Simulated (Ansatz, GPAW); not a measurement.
# benzene-1,3-dithiol between two Pt chains: relaxation, then transmission at several levels, part 2 of 3

How well does benzene-1,3-dithiol between two Pt chains conduct once its atoms have relaxed, and how much do cheaper levels lose?

GPAW 26.7.0 and Ansatz 0.2.0; Ansatz plane waves; relaxation of the junction with the lead ends held (the session's first sound run).

So far. Step 2 (Relaxation): The relaxation lowered the energy of the cell by 2.92 eV.

## 3. Plane-wave reference (PBE)

A plane-wave run comes first: its basis does not favour the atoms, so it serves as the reference for the orbital bases.

This step: Ansatz plane waves; Landauer transmission by layers, zero bias (Ansatz 0.2.0).

Input file input.yaml:

```yaml
crystal:
  lattice:
    - [18.274619173, 0.0, 0.0]
    - [0.0, 9.4602478366, 0.0]
    - [0.0, 0.0, 41.3752231969]
  atoms:
    - { symbol: Pt, position: [0.5, 0.5, 0.0290028647] }
    - { symbol: Pt, position: [0.5, 0.5, 0.0870085941] }
    - { symbol: Pt, position: [0.5, 0.5, 0.1450143235] }
    - { symbol: Pt, position: [0.5, 0.5, 0.2030200528] }
    - { symbol: Pt, position: [0.5, 0.5, 0.2610257822] }
    - { symbol: Pt, position: [0.5, 0.5, 0.3190315116] }
    - { symbol: Pt, position: [0.5048632968, 0.6666424458, 0.3618762686] }
    - { symbol: Pt, position: [0.4832774197, 0.5681275501, 0.4144905744] }
    - { symbol: S, position: [0.4856993221, 0.6442298644, 0.463255427] }
    - { symbol: H, position: [0.6245364734, 0.5073365873, 0.4433926226] }
    - { symbol: C, position: [0.5729617944, 0.627632716, 0.4814283793] }
    - { symbol: C, position: [0.6320652089, 0.5551745482, 0.4671263259] }
    - { symbol: H, position: [0.5361957369, 0.7487940802, 0.5228804075] }
    - { symbol: C, position: [0.5814411248, 0.6911210112, 0.5118836858] }
    - { symbol: C, position: [0.6988435641, 0.5475139891, 0.4831768276] }
    - { symbol: H, position: [0.7446051288, 0.4920248692, 0.4720084922] }
    - { symbol: C, position: [0.707794833, 0.6104990884, 0.5134342329] }
    - { symbol: C, position: [0.6488553531, 0.6820177224, 0.5280002137] }
    - { symbol: H, position: [0.7602094243, 0.6051485896, 0.5259362523] }
    - { symbol: S, position: [0.667149416, 0.7731470748, 0.5646208943] }
    - { symbol: Pt, position: [0.5855570602, 0.7354776397, 0.6009053225] }
    - { symbol: Pt, position: [0.5950582513, 0.5879956057, 0.647537441] }
    - { symbol: Pt, position: [0.5, 0.5, 0.6809684884] }
    - { symbol: Pt, position: [0.5, 0.5, 0.7389742178] }
    - { symbol: Pt, position: [0.5, 0.5, 0.7969799472] }
    - { symbol: Pt, position: [0.5, 0.5, 0.8549856765] }
    - { symbol: Pt, position: [0.5, 0.5, 0.9129914059] }
    - { symbol: Pt, position: [0.5, 0.5, 0.9709971353] }
kpoints:
  mp_grid: { grid: [1, 1, 2] }
hamiltonian:
  xc: pbe
scf:
  occupations: { method: fermi_dirac, width: 0.1 }
output:
  transmission:
    leads: [[0, 1]]
    e_range: [-2, 2]
    de: 0.025
    kmesh: [1, 1]
    reduced_basis: true
  write_potential: true
  write_density: true
  volumetric_format: npy
  elf: true
```

Started as:

```console
> ansatz run input.yaml --threads 4 --pin off --max-ram 8192MiB --backend cpu --events-out ev --progress --plain --runs-dir out
```

Numbers of over 12 decimals in the logs are rounded to 6 here.

The log of the run:

```text
Engine: ansatz 0.2.0, aarch64-unknown-linux-gnu
Pseudopotentials: kind: paw
Pseudopotential: Pt, paw, valence charge 18, recommended cutoff 420 eV (normal), Pt.paw.azcp
Pseudopotential: S, paw, valence charge 6, recommended cutoff 420 eV (normal), S.paw.azcp
Pseudopotential: H, paw, valence charge 1, recommended cutoff 420 eV (normal), H.paw.azcp
Pseudopotential: C, paw, valence charge 4, recommended cutoff 420 eV (normal), C.paw.azcp
Functional definition: PBE
  parameter kappa = 0.804
  parameter beta = 0.066725
  exchange = pbe_x(kappa = kappa, mu = beta*pi^2/3)
  correlation = pbe_c(beta = beta)
Error: memory limit exceeded: the `transmission` phase of `transmission` needs 8.64 GiB against the run's memory maximum of 8.00 GiB; largest carriers: transmission 6.71 GiB, source scf state 0.84 GiB, source scf tables 0.72 GiB, unmodelled-tail allowance 0.36 GiB; the layers of output.transmission grow with the square of the cell's cross-section: a lower cutoff or a narrower output.transmission.e_range takes less, and so, most of all in a narrow cell, does a wider de; where no e_range is typed, a fill by count is planned with a gap of 40 thermal energies
with nothing else changed it takes a maximum of at least 8.64 GiB, with nothing to spare, and 9.50 GiB leaves up to a tenth: --max-ram 9.50GiB where that set the maximum, else more of the term that did, and with no share typed, where 9.50 GiB is over 0.88 of the host's memory or its container's limit, a share of 0.88 or more that holds the maximum too (--max-ram-frac F), where one does; The budget is ten elevenths of [...]
`transmission` follows the SCF: where the deck gives it k-points, a mesh or a band count of its own, those are what to reduce (not on a resume, whose deck is fixed)
```

The job ended after 4.2 s (4 threads of Arm Neoverse N1, shared host; peak memory 0.5 GiB).

The program refused the input before any cycle.

The program's message: “Error: memory limit exceeded: the `transmission` phase of `transmission` needs 8.64 GiB against the run's memory maximum of 8.00 GiB; largest carriers: transmission 6.71 GiB, source scf state 0.84 GiB …”

## 4. Double-zeta polarised basis

Localised orbitals split the wire into layers that couple to their neighbours alone, which is what the Green's function method needs; double zeta with polarisation is the usual level for numbers.

This step: GPAW LCAO, PAW setups; Landauer transmission from Green's functions with principal layers (ASE), zero bias (GPAW 26.7.0).

Input file run.py:

```python
import json
import numpy as np
from ase import Atoms
from ase.transport.calculators import TransportCalculator
from gpaw import GPAW, FermiDirac
from gpaw.lcao.tools import get_lcao_hamiltonian
from scipy.linalg import eigh

# The junction with lead layers at both ends, along the third cell vector
device = Atoms(
    ['Pt', 'Pt', 'Pt', 'Pt', 'Pt', 'Pt', 'Pt', 'Pt', 'S', 'H', 'C', 'C', 'H', 'C', 'C', 'H', 'C', 'C', 'H', 'S', 'Pt', 'Pt', 'Pt', 'Pt', 'Pt', 'Pt', 'Pt', 'Pt'],
    positions=[
        [9.13731, 4.73012, 1.20000],
        [9.13731, 4.73012, 3.60000],
        [9.13731, 4.73012, 6.00000],
        [9.13731, 4.73012, 8.40000],
        [9.13731, 4.73012, 10.80000],
        [9.13731, 4.73012, 13.20000],
        [9.22618, 6.30660, 14.97271],
        [8.83171, 5.37463, 17.14964],
        [8.87597, 6.09457, 19.16730],
        [11.41317, 4.79953, 18.34547],
        [10.47066, 5.93756, 19.91921],
        [11.55075, 5.25209, 19.32746],
        [9.79877, 7.08378, 21.63429],
        [10.62562, 6.53818, 21.17930],
        [12.77110, 5.17962, 19.99155],
        [13.60738, 4.65468, 19.52946],
        [12.93468, 5.77547, 21.24346],
        [11.85758, 6.45206, 21.84613],
        [13.89254, 5.72486, 21.76073],
        [12.19190, 7.31416, 23.36132],
        [10.70083, 6.95780, 24.86259],
        [10.87446, 5.56258, 26.79201],
        [9.13731, 4.73012, 28.17522],
        [9.13731, 4.73012, 30.57522],
        [9.13731, 4.73012, 32.97522],
        [9.13731, 4.73012, 35.37522],
        [9.13731, 4.73012, 37.77522],
        [9.13731, 4.73012, 40.17522]],
    cell=[[18.27462, 0.0, 0.0], [0.0, 9.46025, 0.0], [0.0, 0.0, 41.37522]],
    pbc=True)

# One principal layer of the lead: the first 5 atoms of the device
lead = Atoms(
    ['Pt', 'Pt', 'Pt', 'Pt', 'Pt'],
    positions=[
        [9.13731, 4.73012, 1.20000],
        [9.13731, 4.73012, 3.60000],
        [9.13731, 4.73012, 6.00000],
        [9.13731, 4.73012, 8.40000],
        [9.13731, 4.73012, 10.80000]],
    cell=[[18.27462, 0.0, 0.0], [0.0, 9.46025, 0.0], [0.0, 0.0, 12.0]],
    pbc=True)

settings = dict(mode='lcao', basis='dzp', xc='PBE', h=0.2,
                occupations=FermiDirac(0.1), maxiter=250,
                mixer=dict(beta=0.1, nmaxold=8, weight=100.0),
                convergence=dict(density=0.0001))
energies = np.arange(-2, 2 + 1e-9, 0.025)
eta = 0.0001
n1, n2 = 1, 1
# k and -k transmit alike, so half of the mesh across the current serves
mesh = [(i, j) for i in range(n1) for j in range(n2) if (i, j) <= (-i % n1, -j % n2)]
weights = np.array([1 if (i, j) == (-i % n1, -j % n2) else 2 for i, j in mesh]) / (n1 * n2)

# [... helper functions left out ...]
fermi_lead = ground_state(lead, (1, 1, 10), 'lead.txt')
fermi_device = ground_state(device, (1, 1, 2), 'device.txt')
# [... loop over the mesh left out, but for ...]
        # Shift the lead onto the potential of the device's first layer
        shift = ((H[:, 0, 0] - H0[:, 0, 0]) / S0[0, 0]).real.mean()
# [...]
kT = 8.617333e-5 * 300
bias = [0.1, 0.2, 0.5, 1.0, 1.5, 2.0]
# [... integrals and printing left out ...]
```

Started as:

```console
> OMP_NUM_THREADS=1 OPENBLAS_NUM_THREADS=1 python run.py
```

The log of the run:

```text
basis functions: device 556, principal layer 135
Fermi level: lead -5.2542 eV, device -4.8554 eV; lead shifted by -0.0201 eV
largest coupling past the next layer 8.09e-06 eV, largest misfit of the first layer 0.153 eV
  E-E_F (eV)   T (one spin)  [channel counts left out]
    -2.000    9.7601e-02
    -1.975    1.4931e-01
    -1.950    2.0645e-01
    -1.925    2.2952e-01
    -1.900    2.1666e-01
    -1.875    2.0350e-01
    -1.850    2.0673e-01
    -1.825    2.2488e-01
    -1.800    2.4754e-01
    -1.775    2.6346e-01
    -1.750    2.7622e-01
    -1.725    3.1727e-01
    -1.700    5.1751e-01
    -1.675    8.5060e-01
    -1.650    5.1371e-01
    -1.625    2.1442e-01
[...]
1.825    1.4973e-03
     1.850    1.4512e-03
     1.875    1.4111e-03
     1.900    1.3767e-03
     1.925    1.3476e-03
     1.950    1.3235e-03
     1.975    1.3041e-03
     2.000    1.2892e-03
conductance at 300 K: 0.036569 G0 a cell; thermopower 25.16 uV/K
current from the zero-bias T(E) at 0.1 V: 0.2854 uA
current from the zero-bias T(E) at 0.2 V: 0.58269 uA
current from the zero-bias T(E) at 0.5 V: 1.3925 uA
current from the zero-bias T(E) at 1.0 V: 2.5622 uA
current from the zero-bias T(E) at 1.5 V: 3.523 uA
current from the zero-bias T(E) at 2.0 V: 4.4227 uA
```

Elapsed: 12 min, on 1 thread; peak memory 2.7 GiB.

This step gave:

```yaml
conductance: 0.03657 G₀
thermopower: 25.16 μV/K
largest_coupling_past_the_next_principal_layer: 8.09e-6 eV
largest_misfit_of_the_first_principal_layer: 0.1525 eV
shift_that_aligns_the_lead: -0.02005 eV
basis_functions_of_the_junction: 556
basis_functions_of_a_principal_layer: 135
transmission_at_the_fermi_level_one_spin: 0.03594
```

One spin. The transmission, zone mean by energy, zero at the Fermi level:

```csv
energy (eV),"transmission, zone mean"
-2.000,0.0976
-1.900,0.217
-1.800,0.248
-1.700,0.518
-1.675,0.851
-1.600,0.0735
-1.500,0.0535
-1.400,0.0203
-1.300,0.00647
-1.200,0.139
-1.100,0.305
-1.075,0.311
-1.000,0.0605
-0.900,0.0355
-0.800,0.0304
-0.700,0.0393
-0.600,0.0515
-0.500,0.0623
-0.400,0.0565
-0.300,0.0583
-0.200,0.0501
-0.100,0.0537
0.000,0.0359
0.100,0.0258
0.200,0.0110
0.300,0.00294
0.400,0.00157
0.500,0.00169
0.600,0.00157
0.700,0.00107
0.800,0.00282
0.900,0.00501
1.000,0.00715
1.100,0.00828
1.200,0.00763
1.300,0.00589
1.400,0.00423
1.500,0.00306
1.600,0.00231
1.700,0.00184
1.800,0.00155
1.900,0.00138
2.000,0.00129
```

Not self-consistent under bias; the bias window is split evenly. Current through one cell, from the zero-bias transmission against bias:

```csv
bias (V),"current through one cell, from the zero-bias transmission (μA)"
0.100,0.285
0.200,0.583
0.500,1.39
1.000,2.56
1.500,3.52
2.000,4.42
```

Table of transmission of the three most open eigenchannels by energy, zero at the Fermi level:

| energy (eV) | channel 1 | channel 2 | channel 3 |
| --- | --- | --- | --- |
| -2.000 | 0.0903 | 0.00734 | 0 |
| -1.800 | 0.239 | 0.00875 | 1.4e-5 |
| -1.600 | 0.0557 | 0.0177 | 2.8e-6 |
| -1.400 | 0.0181 | 0.00214 | 7.3e-5 |
| -1.200 | 0.136 | 0.00229 | 5.9e-4 |
| -1.000 | 0.0507 | 0.00956 | 2.3e-4 |
| -0.800 | 0.0184 | 0.0117 | 2.8e-4 |
| -0.600 | 0.0406 | 0.0105 | 4.2e-4 |
| -0.400 | 0.0387 | 0.0165 | 0.00137 |
| -0.200 | 0.0392 | 0.0108 | 1.3e-4 |
| 0.000 | 0.0327 | 0.00323 | 9.0e-7 |
| 0.200 | 0.0103 | 6.3e-4 | 5.2e-8 |
| 0.400 | 0.00150 | 7.0e-5 | 5.3e-10 |
| 0.600 | 0.00157 | 3.5e-7 | 1.7e-9 |
| 0.800 | 0.00282 | 7.7e-12 | 0 |
| 1.000 | 0.00715 | 5.6e-12 | 0 |
| 1.200 | 0.00763 | 3.9e-12 | 0 |
| 1.400 | 0.00423 | 2.5e-12 | 0 |
| 1.600 | 0.00231 | 1.3e-12 | 0 |
| 1.800 | 0.00155 | 0 | 0 |
| 2.000 | 0.00129 | 0 | 0 |

Couplings past the next layer reach 8.1e-6 eV, small enough to drop; the matrix elements of the cell's first layer differ from the bulk lead's by up to 0.15 eV. That layer keeps its own values in the calculation, and only beyond it is the lead taken as perfect. The Fermi levels of lead and junction count from different zeros of potential, one for each periodic cell; with both set to zero, the small remaining shift is what aligns them. Without spin-orbit coupling, which is large for these atoms, channel counts and T are those of the scalar-relativistic bands. By hand: G = 0.03657 × 77.48 μS = 2.83 μS, a resistance of 353 kΩ; at 0.1 V a linear junction would pass 0.283 μA, and the integral over the bias window gives 0.285 μA. Mott's formula, S = -(π²/3)(k_B²T/e) d ln T/dE, has the prefactor 7.33 μV/K·eV at 300 K; T = 0.03849 at -0.025 eV and 0.03361 at 0.025 eV give a slope of -2.71 per eV and S = 19.9 μV/K, beside 25.2 μV/K from the thermal integral, which interpolates the same grid.

## 5. GPAW, szp: basis = "szp(dzp)"

One radial function a shell plus polarisation makes the matrices smaller; the question is what that costs.

Edit run.py of step 4 so:

```diff
@@ -55,3 +55,3 @@
 
-settings = dict(mode='lcao', basis='dzp', xc='PBE', h=0.2,
+settings = dict(mode='lcao', basis='szp(dzp)', xc='PBE', h=0.2,
                 occupations=FermiDirac(0.1), maxiter=250,
```

The log of the run:

```text
basis functions: device 328, principal layer 75
Fermi level: lead -5.3818 eV, device -5.1173 eV; lead shifted by -0.0182 eV
largest coupling past the next layer 8.13e-06 eV, largest misfit of the first layer 0.150 eV
  E-E_F (eV)   T (one spin)  [channel counts left out]
    -2.000    3.0553e-01
    -1.975    2.5764e-01
    -1.950    2.2055e-01
    -1.925    1.9826e-01
    -1.900    1.9130e-01
    -1.875    1.9934e-01
    -1.850    2.2210e-01
    -1.825    2.5879e-01
    -1.800    3.0647e-01
    -1.775    3.5885e-01
    -1.750    4.0643e-01
    -1.725    4.3467e-01
    -1.700    4.1953e-01
    -1.675    3.4476e-01
    -1.650    2.5106e-01
    -1.625    3.3813e-01
[...]
1.825    1.9892e-03
     1.850    1.9319e-03
     1.875    1.8828e-03
     1.900    1.8413e-03
     1.925    1.8069e-03
     1.950    1.7793e-03
     1.975    1.7581e-03
     2.000    1.7431e-03
conductance at 300 K: 0.014758 G0 a cell; thermopower 51.28 uV/K
current from the zero-bias T(E) at 0.1 V: 0.11876 uA
current from the zero-bias T(E) at 0.2 V: 0.26199 uA
current from the zero-bias T(E) at 0.5 V: 0.78807 uA
current from the zero-bias T(E) at 1.0 V: 1.5695 uA
current from the zero-bias T(E) at 1.5 V: 2.1138 uA
current from the zero-bias T(E) at 2.0 V: 2.7962 uA
```

It took 7 min on 1 thread; peak memory 2.6 GiB.

Numbers from this step:

```yaml
conductance: 0.01476 G₀
thermopower: 51.28 μV/K
largest_coupling_past_the_next_principal_layer: 8.13e-6 eV
largest_misfit_of_the_first_principal_layer: 0.1496 eV
shift_that_aligns_the_lead: -0.01815 eV
basis_functions_of_the_junction: 328
basis_functions_of_a_principal_layer: 75
transmission_at_the_fermi_level_one_spin: 0.01318
```

One spin. Transmission, zone mean against energy, zero at the Fermi level:

```
energy (eV)  transmission, zone mean
     -2.000                    0.306
     -1.900                    0.191
     -1.800                    0.306
     -1.725                    0.435
     -1.700                    0.420
     -1.625                    0.338
     -1.600                    0.325
     -1.500                   0.0297
     -1.400                   0.0241
     -1.300                  0.00334
     -1.200                   0.0993
     -1.100                    0.119
     -1.075                    0.224
     -1.000                   0.0518
     -0.900                   0.0228
     -0.800                   0.0161
     -0.700                   0.0186
     -0.600                   0.0257
     -0.500                   0.0380
     -0.400                   0.0310
     -0.300                   0.0257
     -0.200                   0.0333
     -0.100                   0.0322
      0.000                   0.0132
      0.100                  0.00946
      0.200                   0.0117
      0.300                   0.0146
      0.400                  0.00837
      0.500                  0.00464
      0.600                  0.00278
      0.700                  0.00259
      0.800                  0.00471
      0.900                  0.00695
      1.000                  0.00901
      1.100                   0.0100
      1.200                  0.00930
      1.300                  0.00738
      1.400                  0.00543
      1.500                  0.00399
      1.600                  0.00303
      1.700                  0.00243
      1.800                  0.00206
      1.900                  0.00184
      2.000                  0.00174
```

Not self-consistent under bias; the bias window is split evenly. Current through one cell, from the zero-bias transmission against bias:

```csv
bias (V),"current through one cell, from the zero-bias transmission (μA)"
0.100,0.119
0.200,0.262
0.500,0.788
1.000,1.57
1.500,2.11
2.000,2.80
```

The transmission of the three most open eigenchannels by energy, zero at the Fermi level:

```csv
energy (eV),channel 1,channel 2,channel 3
-2.000,0.287,0.0185,7.1e-9
-1.800,0.301,0.00584,1.1e-6
-1.600,0.281,0.0441,6.6e-6
-1.400,0.0231,9.4e-4,9.6e-6
-1.200,0.0983,6.9e-4,3.0e-4
-1.000,0.0487,0.00297,1.1e-4
-0.800,0.0111,0.00471,1.8e-4
-0.600,0.0223,0.00301,2.9e-4
-0.400,0.0245,0.00525,0.00125
-0.200,0.0294,0.00331,5.3e-4
0.000,0.00885,0.00433,1.4e-6
0.200,0.0116,1.3e-4,8.9e-8
0.400,0.00837,5.3e-7,1.4e-9
0.600,0.00278,5.6e-8,1.4e-10
0.800,0.00471,0,0
1.000,0.00901,0,0
1.200,0.00930,0,0
1.400,0.00543,0,0
1.600,0.00303,0,0
1.800,0.00206,0,0
2.000,0.00174,0,0
```

The conductance, 0.0148 G₀, lies 60 % below that of the dzp run.

## 6. GPAW, sz: basis = "sz(dzp)"

The minimal basis is the cheapest rung: no second zeta and no polarisation.

Edit run.py of step 5 so:

```diff
@@ -55,3 +55,3 @@
 
-settings = dict(mode='lcao', basis='szp(dzp)', xc='PBE', h=0.2,
+settings = dict(mode='lcao', basis='sz(dzp)', xc='PBE', h=0.2,
                 occupations=FermiDirac(0.1), maxiter=250,
```

The log of the run:

```text
basis functions: device 228, principal layer 60
Fermi level: lead -5.4090 eV, device -5.1892 eV; lead shifted by -0.0159 eV
largest coupling past the next layer 8.11e-06 eV, largest misfit of the first layer 0.104 eV
  E-E_F (eV)   T (one spin)  [channel counts left out]
    -2.000    2.1691e-01
    -1.975    1.9407e-01
    -1.950    1.8201e-01
[...]
1.975    1.5423e-03
     2.000    1.5240e-03
conductance at 300 K: 0.016529 G0 a cell; thermopower 33.5 uV/K
current from the zero-bias T(E) at 0.1 V: 0.13369 uA
current from the zero-bias T(E) at 0.2 V: 0.29732 uA
current from the zero-bias T(E) at 0.5 V: 0.83712 uA
current from the zero-bias T(E) at 1.0 V: 1.5524 uA
current from the zero-bias T(E) at 1.5 V: 2.0238 uA
current from the zero-bias T(E) at 2.0 V: 3.2251 uA
```

Wall time 5.8 min (1 thread); peak memory 2.6 GiB.

Numbers from this step:

```yaml
conductance: 0.01653 G₀
thermopower: 33.50 μV/K
largest_coupling_past_the_next_principal_layer: 8.11e-6 eV
largest_misfit_of_the_first_principal_layer: 0.1042 eV
shift_that_aligns_the_lead: -0.01592 eV
basis_functions_of_the_junction: 228
basis_functions_of_a_principal_layer: 60
transmission_at_the_fermi_level_one_spin: 0.01447
```

The conductance, 0.0165 G₀, lies 55 % below that of the dzp run.

(Part 2 of 3 ends here.)

[Logs are printed without paths, hosts, clocks, repeated set-up lines and the standing remarks that a program may print on its own settings, such as how far it seeks lower states.]

[Hosts, paths, dates, database ids (printed as entryN), source tags and the programs' standing remarks are cut or masked in the printed files.]
